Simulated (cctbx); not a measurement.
## Ba2SmFe3O8 across an absorption edge

Space group P4/mmm (no. 123), a = 3.9760 Å, b = 3.9760 Å, c = 12.1970 Å, α = 90.00°, β = 90.00°, γ = 90.00°.

| atom | mult. | x | y | z | Ueq (Å²) |
| --- | --- | --- | --- | --- | --- |
| Sm1 | 1 | 1/2 | 1/2 | 1/2 | 0.0048 |
| Ba1 | 2 | 1/2 | 1/2 | 0.8365 | 0.0052 |
| Fe1 | 2 | 0 | 0 | 0.6572 | 0.0029 |
| Fe2 | 1 | 0 | 0 | 0 | 0.0068 |
| O1 | 2 | 0 | 1/2 | 0 | 0.0043 |
| O2 | 2 | 0 | 0 | 0.8108 | 0.0077 |
| O3 | 4 | 1/2 | 0 | 0.6209 | 0.0060 |

This is a model crystal, built by substitution and not relaxed, with assumed displacement parameters.

Calculated with cctbx: free-atom f′ and f″ from the Sasaki tables, no fine structure; amplitudes in electrons.

| E (eV) | F 0 1 0 | F 1 1 1 | F 1 0 3 | F 0 0 1 |
| --- | --- | --- | --- | --- |
| 6116 | 62.4 | 10.1 | 169.7 | 11.4 |
| 6466 | 64.6 | 11.9 | 170.5 | 8.8 |
| 6596 | 64.3 | 13.3 | 169.2 | 8.2 |
| 6656 | 63.4 | 14.7 | 167.6 | 8.3 |
| 6686 | 62.4 | 16.0 | 166.2 | 8.7 |
| 6701 | 61.1 | 17.3 | 164.7 | 9.3 |
| 6708 | 60.0 | 18.5 | 163.4 | 10.1 |
| 6712 | 58.8 | 19.7 | 162.1 | 11.0 |
| 6720 | 61.5 | 18.8 | 162.7 | 8.3 |
| 6724 | 63.0 | 17.1 | 164.4 | 6.6 |
| 6731 | 64.4 | 15.6 | 165.8 | 5.1 |
| 6746 | 65.9 | 14.1 | 167.3 | 3.6 |
| 6776 | 67.6 | 12.6 | 168.8 | 2.2 |
| 6866 | 70.3 | 11.0 | 170.2 | 1.1 |
| 7116 | 81.3 | 10.7 | 161.5 | 0.8 |

**Question.** Which edge is crossed, and why do the reflections move as they do?

The L3 edge of Sm. The edge is at 6716 eV. f′ of Sm falls from -11.8 e at 6596 eV to -19.1 e at 4 eV below it, and f″ steps from 3.60 to 10.63 e across it. Over that approach |F| changes by -9 % (0 1 0), +48 % (1 1 1), -4 % (1 0 3) and +34 % (0 0 1): a reflection falls where Sm scatters in phase with the total and rises where it scatters against it; it hardly moves where the Sm term is small or cancels by symmetry. Above the edge the larger f″ enters the imaginary part, where it can add to or cancel the other atoms' f″. The structure is centrosymmetric, so Friedel mates stay equal.
